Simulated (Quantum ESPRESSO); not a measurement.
**MnGaGe: orders under uniaxial strain**

How does uniaxial strain change the magnetic state of MnGaGe?

Calculated with Quantum ESPRESSO 7.5; LDA; plane waves with GBRV 1.5 LDA potentials, no spin-orbit coupling.

## (1) Starting point

The structure is tetragonal, space group P4/nmm (No. 129). The conventional cell has a = 3.946 Å, b = 3.946 Å, c = 5.911 Å, α = 90.00°, β = 90.00°, γ = 90.00°. Nearest to Mn lie 4 Ge at 2.58 Å and 4 Ga at 2.64 Å and 4 Mn at 2.79 Å. Nearest to Ga lie 5 Ge at 2.50 to 2.79 Å and 4 Mn at 2.64 Å. Nearest to Ge lie 5 Ga at 2.50 to 2.79 Å and 4 Mn at 2.58 Å. Farther neighbours are not listed.

The cell comes from Materials Project 2023-11-01, a database of computed structures, and need not be the stable phase.

## (2) Factor along z 0.94, ferro ++

Lengths along Cartesian z scale by the factor. Atoms keep their fractional places. Seeded atoms are those given a starting moment.

File pw.in:

```
&CONTROL
  calculation = 'scf'
  prefix = 'pwscf'
  outdir = './tmp'
  pseudo_dir = './pseudo'
  disk_io = 'nowf'
  tprnfor = .true.
  tstress = .true.
/
&SYSTEM
  ibrav = 0
  nat = 6
  ntyp = 3
  ecutwfc = 40
  ecutrho = 280
  nbnd = 64
  occupations = 'smearing'
  smearing = 'fd'
  degauss = 0.00734986
  nspin = 2
  starting_magnetization(1) = 0.2333
  starting_magnetization(2) = 0
  starting_magnetization(3) = 0
/
&ELECTRONS
  conv_thr = 1.2d-08
  electron_maxstep = 150
  mixing_beta = 0.3
/
ATOMIC_SPECIES
Mn     54.9380 mn_lda_v1.5.uspp.F.UPF
Ga     69.7230 ga_lda_v1.4.uspp.F.UPF
Ge     72.6300 ge_lda_v1.4.uspp.F.UPF
CELL_PARAMETERS angstrom
   3.9459570000    0.0000000000    0.0000000000
   0.0000000000    3.9459570000    0.0000000000
   0.0000000000    0.0000000000    5.5562290800
ATOMIC_POSITIONS crystal
Mn      0.0000000000    0.0000000000    0.0000000000
Mn      0.5000000000    0.5000000000    0.0000000000
Ga      0.0000000000    0.5000000000    0.7037730000
Ga      0.5000000000    0.0000000000    0.2962270000
Ge      0.0000000000    0.5000000000    0.2809470000
Ge      0.5000000000    0.0000000000    0.7190530000
K_POINTS automatic
8 8 8 0 0 0
```

Launch:

```sh
$ OMP_NUM_THREADS=1 mpirun -n 4 pw.x -nk 4 -in pw.in > pw.out
```

Log:

```text
Program PWSCF v.7.5 starts

     Message from routine setup:
     using ibrav=0 with symmetry is DISCOURAGED, use correct ibrav instead

     K-points division:     npool     =       4
     Subspace diagonalization in iterative solution of the eigenvalue problem:

     bravais-lattice index     =            0
     lattice parameter (alat)  =       7.4568  a.u.
     unit-cell volume          =     583.8233 (a.u.)^3
     number of atoms/cell      =            6
     number of atomic types    =            3
     number of electrons       =        96.00
     number of Kohn-Sham states=           64
     kinetic-energy cutoff     =      40.0000  Ry
     charge density cutoff     =     280.0000  Ry
     scf convergence threshold =      1.2E-08
     mixing beta               =       0.3000
     number of iterations used =            8  plain     mixing
     Exchange-correlation=  SLA  PZ   NOGX NOGC
                           (   1   1   0   0   0   0   0)

     celldm(1)=   7.456778  celldm(2)=   0.000000  celldm(3)=   0.000000
     celldm(4)=   0.000000  celldm(5)=   0.000000  celldm(6)=   0.000000

     crystal axes: (cart. coord. in units of alat)
               a(1) = (   1.000000   0.000000   0.000000 )
               a(2) = (   0.000000   1.000000   0.000000 )
               a(3) = (   0.000000   0.000000   1.408082 )

     reciprocal axes: (cart. coord. in units 2 pi/alat)
               b(1) = (  1.000000  0.000000  0.000000 )
               b(2) = (  0.000000  1.000000  0.000000 )
               b(3) = (  0.000000  0.000000  0.710186 )

     PseudoPot. # 1 for Mn read from file:
     mn_lda_v1.5.uspp.F.UPF
     Pseudo is Ultrasoft + core correction, Zval = 15.0

     PseudoPot. # 2 for Ga read from file:
     ga_lda_v1.4.uspp.F.UPF
     Pseudo is Ultrasoft + core correction, Zval = 19.0

     PseudoPot. # 3 for Ge read from file:
     ge_lda_v1.4.uspp.F.UPF
     Pseudo is Ultrasoft + core correction, Zval = 14.0

     atomic species   valence    mass     pseudopotential
     Mn               15.00    54.93800     Mn( 1.00)
     Ga               19.00    69.72300     Ga( 1.00)
     Ge               14.00    72.63000     Ge( 1.00)

     Starting magnetic structure
     atomic species   magnetization
     Mn              0.233
     Ga              0.000
     Ge              0.000

     16 Sym. Ops., with inversion, found ( 8 have fractional translation)

   Cartesian axes

     site n.     atom                  positions (alat units)
         1        Mn     tau(   1) = (   0.0000000   0.0000000   0.0000000  )
         2        Mn     tau(   2) = (   0.5000000   0.5000000   0.0000000  )
         3        Ga     tau(   3) = (   0.0000000   0.5000000   0.9909697  )
         4        Ga     tau(   4) = (   0.5000000   0.0000000   0.4171118  )
         5        Ge     tau(   5) = (   0.0000000   0.5000000   0.3955963  )
         6        Ge     tau(   6) = (   0.5000000   0.0000000   1.0124852  )

     number of k points=    75  Fermi-Dirac smearing, width (Ry)=  0.0073
                       cart. coord. in units 2pi/alat
        k(    1) = (   0.0000000   0.0000000   0.0000000), wk =   0.0019531
        k(    2) = (   0.0000000   0.0000000   0.0887733), wk =   0.0039062
        k(    3) = (   0.0000000   0.0000000   0.1775465), wk =   0.0039062
        k(    4) = (   0.0000000   0.0000000   0.2663198), wk =   0.0039062
        k(    5) = (   0.0000000   0.0000000  -0.3550931), wk =   0.0019531
        [... 70 further k-points ...]

     Dense  grid:    46195 G-vectors     FFT dimensions: (  40,  40,  60)

     Smooth grid:    19847 G-vectors     FFT dimensions: (  32,  32,  45)

     Check: negative core charge=   -0.000028
     Generating pointlists ...
     new r_m :   0.2630 (alat units)  1.9611 (a.u.) for type    1
     new r_m :   0.2456 (alat units)  1.8313 (a.u.) for type    2
     new r_m :   0.2456 (alat units)  1.8313 (a.u.) for type    3

     Initial potential from superposition of free atoms

     starting charge      92.9984, renormalised to      96.0000
     Starting wfcs are   68 randomized atomic wfcs

     Self-consistent Calculation

     iteration #  1     ecut=    40.00 Ry     beta= 0.30
     Davidson diagonalization with overlap
     ethr =  1.00E-02,  avg # of iterations =  4.7

     total energy              =   -1677.29894412 Ry
     estimated scf accuracy    <       7.16278276 Ry

     total magnetization       =     4.11 Bohr mag/cell
     absolute magnetization    =     4.60 Bohr mag/cell

     iteration #  2     ecut=    40.00 Ry     beta= 0.30
     Davidson diagonalization with overlap
     ethr =  7.46E-03,  avg # of iterations =  2.0

     total energy              =   -1678.16323090 Ry
     estimated scf accuracy    <       1.46053408 Ry

     total magnetization       =     4.07 Bohr mag/cell
     absolute magnetization    =     4.72 Bohr mag/cell

     [... further iterations left out ...]

     iteration # 15     ecut=    40.00 Ry     beta= 0.30
     Davidson diagonalization with overlap
     ethr =  3.11E-11,  avg # of iterations =  2.7

     total energy              =   -1678.55392355 Ry
     estimated scf accuracy    <       0.00000003 Ry

     total magnetization       =     3.17 Bohr mag/cell
     absolute magnetization    =     3.59 Bohr mag/cell

     iteration # 16     ecut=    40.00 Ry     beta= 0.30
     Davidson diagonalization with overlap
     ethr =  2.72E-11,  avg # of iterations =  2.2

     Magnetic moment per site  (integrated on atomic sphere of radius R)
     atom   1 (R=0.263)  charge= 13.4548  magn=  1.6021
     atom   2 (R=0.263)  charge= 13.4548  magn=  1.6021
     atom   3 (R=0.246)  charge= 16.9170  magn= -0.0162
     atom   4 (R=0.246)  charge= 16.9170  magn= -0.0162
     atom   5 (R=0.246)  charge= 11.6463  magn= -0.0365
     atom   6 (R=0.246)  charge= 11.6463  magn= -0.0365

     End of self-consistent calculation

     Number of k-points >= 100: set verbosity='high' to print the bands.

     the Fermi energy is    14.6010 ev

!    total energy              =   -1678.55392357 Ry
     estimated scf accuracy    <          1.3E-09 Ry
     smearing contrib. (-TS)   =      -0.01037860 Ry
     internal energy E=F+TS    =   -1678.54354497 Ry

     The total energy is F=E-TS. E is the sum of the following terms:
     one-electron contribution =   -1062.73259207 Ry
     hartree contribution      =     597.03402935 Ry
     xc contribution           =    -262.91709408 Ry
     ewald contribution        =    -949.92788817 Ry

     total magnetization       =     3.17 Bohr mag/cell
     absolute magnetization    =     3.59 Bohr mag/cell

     convergence has been achieved in  16 iterations

     Forces acting on atoms (cartesian axes, Ry/au):

     atom    1 type  1   force =     0.00000000    0.00000000   -0.00000000
     atom    2 type  1   force =     0.00000000    0.00000000    0.00000000
     atom    3 type  2   force =     0.00000000    0.00000000    0.04122824
     atom    4 type  2   force =     0.00000000    0.00000000   -0.04122824
     atom    5 type  3   force =     0.00000000    0.00000000   -0.04796089
     atom    6 type  3   force =     0.00000000    0.00000000    0.04796089

     Total force =     0.089443     Total SCF correction =     0.000027

     Computing stress (Cartesian axis) and pressure

          total   stress  (Ry/bohr**3)                   (kbar)     P=      -44.15
  -0.00052684   0.00000000   0.00000000          -77.50        0.00        0.00
   0.00000000  -0.00052684   0.00000000            0.00      -77.50        0.00
   0.00000000   0.00000000   0.00015327            0.00        0.00       22.55

=------------------------------------------------------------------------------=
   JOB DONE.
=------------------------------------------------------------------------------=
```

The job ended after 2.4 min (4 MPI ranks of Intel Xeon 6975P-C (Granite Rapids), shared host; peak memory 0.86 GiB; 9.4 min of CPU time).

Spin moment in the atom's sphere by atom:

```csv
atom,spin moment in the atom's sphere (μB)
Mn1,1.60
Mn2,1.60
Ga3,-0.02
Ga4,-0.02
Ge5,-0.04
Ge6,-0.04
```

Numbers from this step:

| Quantity | Value |
| --- | --- |
| smearing term TS | 0.1412 eV |
| pressure | -4.415 GPa |
| magnetization | 3.174 μB |
| absolute magnetization | 3.589 μB |
| final state | ferromagnetic |

## (3) Factor along z 0.94, antiferro +-

pw.in, as its differences from that of step 2:

```diff
@@ -12,6 +12,6 @@
   nat = 6
-  ntyp = 3
+  ntyp = 4
   ecutwfc = 40
   ecutrho = 280
-  nbnd = 64
+  nbnd = 60
   occupations = 'smearing'
@@ -21,4 +21,5 @@
   starting_magnetization(1) = 0.2333
-  starting_magnetization(2) = 0
+  starting_magnetization(2) = -0.2333
   starting_magnetization(3) = 0
+  starting_magnetization(4) = 0
 /
@@ -30,3 +31,4 @@
 ATOMIC_SPECIES
-Mn     54.9380 mn_lda_v1.5.uspp.F.UPF
+Mn1    54.9380 mn_lda_v1.5.uspp.F.UPF
+Mn2    54.9380 mn_lda_v1.5.uspp.F.UPF
 Ga     69.7230 ga_lda_v1.4.uspp.F.UPF
@@ -38,4 +40,4 @@
 ATOMIC_POSITIONS crystal
-Mn      0.0000000000    0.0000000000    0.0000000000
-Mn      0.5000000000    0.5000000000    0.0000000000
+Mn1     0.0000000000    0.0000000000    0.0000000000
+Mn2     0.5000000000    0.5000000000    0.0000000000
 Ga      0.0000000000    0.5000000000    0.7037730000
```

Log:

```text
     [... lines left out ...]
Program PWSCF v.7.5 starts
     [... lines left out ...]
     number of atoms/cell      =            6
     [... lines left out ...]
     number of electrons       =        96.00
     number of Kohn-Sham states=           60
     kinetic-energy cutoff     =      40.0000  Ry
     charge density cutoff     =     280.0000  Ry
     scf convergence threshold =      1.2E-08
     [... lines left out ...]
      8 Sym. Ops. (no inversion) found
     [... lines left out ...]
     number of k points=    75  Fermi-Dirac smearing, width (Ry)=  0.0073
     [... lines left out ...]
     iteration # 17     ecut=    40.00 Ry     beta= 0.30
     [... lines left out ...]
     Magnetic moment per site  (integrated on atomic sphere of radius R)
     atom   1 (R=0.263)  charge= 13.4582  magn=  1.6891
     atom   2 (R=0.263)  charge= 13.4580  magn= -1.6914
     atom   3 (R=0.246)  charge= 16.9192  magn= -0.0000
     atom   4 (R=0.246)  charge= 16.9192  magn= -0.0000
     atom   5 (R=0.246)  charge= 11.6507  magn=  0.0000
     atom   6 (R=0.246)  charge= 11.6507  magn=  0.0000
     [... lines left out ...]
     the Fermi energy is    14.5848 ev
!    total energy              =   -1678.53714769 Ry
     estimated scf accuracy    <       0.00000001 Ry
     smearing contrib. (-TS)   =      -0.01653764 Ry
     [... lines left out ...]
     total magnetization       =    -0.00 Bohr mag/cell
     absolute magnetization    =     3.82 Bohr mag/cell
     convergence has been achieved in  17 iterations
     [... lines left out ...]
     Total force =     0.099235     Total SCF correction =     0.000156
     [... lines left out ...]
          total   stress  (Ry/bohr**3)                   (kbar)     P=      -29.79
     [... lines left out ...]
```

It took 2.5 min on 4 MPI ranks; peak memory 0.85 GiB.

Spin moment in the atom's sphere by atom:

```csv
atom,spin moment in the atom's sphere (μB)
Mn1,1.69
Mn2,-1.69
Ga3,0.00
Ga4,0.00
Ge5,0.00
Ge6,0.00
```

Read from the output:

```yaml
smearing_term_ts: 0.2250 eV
pressure: -2.979 GPa
magnetization: 0 μB
absolute_magnetization: 3.816 μB
final_state: antiferromagnetic
```

## (4) Factor along z 0.94, no spin polarisation

pw.in, as its differences from that of step 3:

```diff
@@ -12,3 +12,3 @@
   nat = 6
-  ntyp = 4
+  ntyp = 3
   ecutwfc = 40
@@ -19,7 +19,2 @@
   degauss = 0.00734986
-  nspin = 2
-  starting_magnetization(1) = 0.2333
-  starting_magnetization(2) = -0.2333
-  starting_magnetization(3) = 0
-  starting_magnetization(4) = 0
 /
@@ -31,4 +26,3 @@
 ATOMIC_SPECIES
-Mn1    54.9380 mn_lda_v1.5.uspp.F.UPF
-Mn2    54.9380 mn_lda_v1.5.uspp.F.UPF
+Mn     54.9380 mn_lda_v1.5.uspp.F.UPF
 Ga     69.7230 ga_lda_v1.4.uspp.F.UPF
@@ -40,4 +34,4 @@
 ATOMIC_POSITIONS crystal
-Mn1     0.0000000000    0.0000000000    0.0000000000
-Mn2     0.5000000000    0.5000000000    0.0000000000
+Mn      0.0000000000    0.0000000000    0.0000000000
+Mn      0.5000000000    0.5000000000    0.0000000000
 Ga      0.0000000000    0.5000000000    0.7037730000
```

Log:

```text
     [... lines left out ...]
Program PWSCF v.7.5 starts
     [... lines left out ...]
     number of atoms/cell      =            6
     [... lines left out ...]
     number of electrons       =        96.00
     number of Kohn-Sham states=           60
     kinetic-energy cutoff     =      40.0000  Ry
     charge density cutoff     =     280.0000  Ry
     scf convergence threshold =      1.2E-08
     [... lines left out ...]
     16 Sym. Ops., with inversion, found ( 8 have fractional translation)
     [... lines left out ...]
     number of k points=    75  Fermi-Dirac smearing, width (Ry)=  0.0073
     [... lines left out ...]
     iteration # 13     ecut=    40.00 Ry     beta= 0.30
     [... lines left out ...]
     the Fermi energy is    14.4369 ev
!    total energy              =   -1678.53500046 Ry
     estimated scf accuracy    <          2.5E-09 Ry
     smearing contrib. (-TS)   =      -0.01719044 Ry
     [... lines left out ...]
     convergence has been achieved in  13 iterations
     [... lines left out ...]
     Total force =     0.136359     Total SCF correction =     0.000081
     [... lines left out ...]
          total   stress  (Ry/bohr**3)                   (kbar)     P=      -70.21
     [... lines left out ...]
```

Elapsed: 59 s, on 4 MPI ranks; peak memory 0.63 GiB.

Numbers from this step:

```
smearing term TS : 0.2339 eV
pressure         : -7.021 GPa
final state      : non-magnetic (no spin polarisation)
```

## (5) Factor along z 1.06, ferro ++

pw.in, as its differences from that of step 4:

```diff
@@ -15,3 +15,3 @@
   ecutrho = 280
-  nbnd = 60
+  nbnd = 64
   occupations = 'smearing'
@@ -19,2 +19,6 @@
   degauss = 0.00734986
+  nspin = 2
+  starting_magnetization(1) = 0.2333
+  starting_magnetization(2) = 0
+  starting_magnetization(3) = 0
 /
@@ -32,3 +36,3 @@
    0.0000000000    3.9459570000    0.0000000000
-   0.0000000000    0.0000000000    5.5562290800
+   0.0000000000    0.0000000000    6.2655349200
 ATOMIC_POSITIONS crystal
```

Log:

```text
     [... lines left out ...]
Program PWSCF v.7.5 starts
     [... lines left out ...]
     number of atoms/cell      =            6
     [... lines left out ...]
     number of electrons       =        96.00
     number of Kohn-Sham states=           64
     kinetic-energy cutoff     =      40.0000  Ry
     charge density cutoff     =     280.0000  Ry
     scf convergence threshold =      1.2E-08
     [... lines left out ...]
     16 Sym. Ops., with inversion, found ( 8 have fractional translation)
     [... lines left out ...]
     number of k points=    75  Fermi-Dirac smearing, width (Ry)=  0.0073
     [... lines left out ...]
     iteration # 14     ecut=    40.00 Ry     beta= 0.30
     [... lines left out ...]
     Magnetic moment per site  (integrated on atomic sphere of radius R)
     atom   1 (R=0.276)  charge= 13.5897  magn=  2.3244
     atom   2 (R=0.276)  charge= 13.5897  magn=  2.3244
     atom   3 (R=0.277)  charge= 17.4089  magn= -0.0297
     atom   4 (R=0.277)  charge= 17.4089  magn= -0.0297
     atom   5 (R=0.276)  charge= 12.2279  magn= -0.0629
     atom   6 (R=0.276)  charge= 12.2279  magn= -0.0629
     [... lines left out ...]
     the Fermi energy is    12.7497 ev
!    total energy              =   -1678.49878759 Ry
     estimated scf accuracy    <          2.4E-09 Ry
     smearing contrib. (-TS)   =      -0.00742362 Ry
     [... lines left out ...]
     total magnetization       =     4.52 Bohr mag/cell
     absolute magnetization    =     5.13 Bohr mag/cell
     convergence has been achieved in  14 iterations
     [... lines left out ...]
     Total force =     0.027915     Total SCF correction =     0.000141
     [... lines left out ...]
          total   stress  (Ry/bohr**3)                   (kbar)     P=     -141.94
     [... lines left out ...]
```

The job ended after 2.5 min (4 MPI ranks; peak memory 0.9 GiB).

This step gave:

| Property | Result |
| --- | --- |
| smearing term TS | 0.1010 eV |
| pressure | -14.19 GPa |
| magnetization | 4.515 μB |
| absolute magnetization | 5.126 μB |
| final state | ferromagnetic |
| largest moment | 2.324 μB |

## (6) All points

The runs not shown differ from these in the moved quantity alone.

States, by row:

```csv
c axis,ferro ++,antiferro +-,no spin polarisation
0.94,ferromagnetic,antiferromagnetic,non-magnetic
0.97,ferromagnetic,antiferromagnetic,non-magnetic
1,ferromagnetic,antiferromagnetic,non-magnetic
1.03,ferromagnetic,antiferromagnetic,non-magnetic
1.06,ferromagnetic,antiferromagnetic,non-magnetic
```

Largest site moment against c axis:

```csv
c axis (factor),ferro ++ (μB),antiferro +- (μB)
0.9400,1.60,1.69
0.9700,1.78,2.09
1.0000,2.00,2.32
1.0300,2.18,2.50
1.0600,2.32,2.65
```

Table of energy less that of the parallel start by c axis; values in meV a seeded atom:

```csv
c axis (factor),antiferro +-,no spin polarisation
0.9400,114,129
0.9700,101,183
1.0000,83.7,243
1.0300,67.6,305
1.0600,52.2,368
```

Table of energy over the lowest by c axis; values in meV an atom:

```csv
c axis (factor),ferro ++,antiferro +-,no spin polarisation
0.9400,0,38.0,42.9
0.9700,4.90,38.6,66.0
1.0000,30.8,58.7,112
1.0300,72.2,94.7,174
1.0600,125,142,248
```

## (7) Results

```json
{
 "moment, parallel start": "1.60 to 2.32 μB",
 "states met from these starts": "antiferromagnetic and ferromagnetic"
}
```

The moment of the parallel start goes from 1.60 μB at 0.94 to 2.32 μB at 1.06. The net moment of the cell goes from 3.17 to 4.51 μB. The radius of the spheres follows the nearest distance, so part of the change of the site moments is the spheres'. The largest moment of the start antiferro +- lies between 1.69 and 2.65 μB. The start antiferro +- lies over the parallel one at every finished point, by 52.2 to 114 meV a seeded atom. Energies are free energies at an electronic temperature of 1160 K, which lowers moments and differences where the moments are itinerant.

[Logs and program files are shortened in this print: banners, set-up blocks, solver, clock and traceback lines can be left out without a mark of their own.]

[Logs are printed without paths, hosts, clocks, repeated set-up lines and the standing remarks that a program may print on its own settings, such as how far it seeks lower states.]

[Hosts, paths, dates, database ids (printed as entryN), source tags and the programs' standing remarks are cut or masked in the printed files.]

[Where a cell is said to come from a database of computed structures, the database is the Materials Project.]
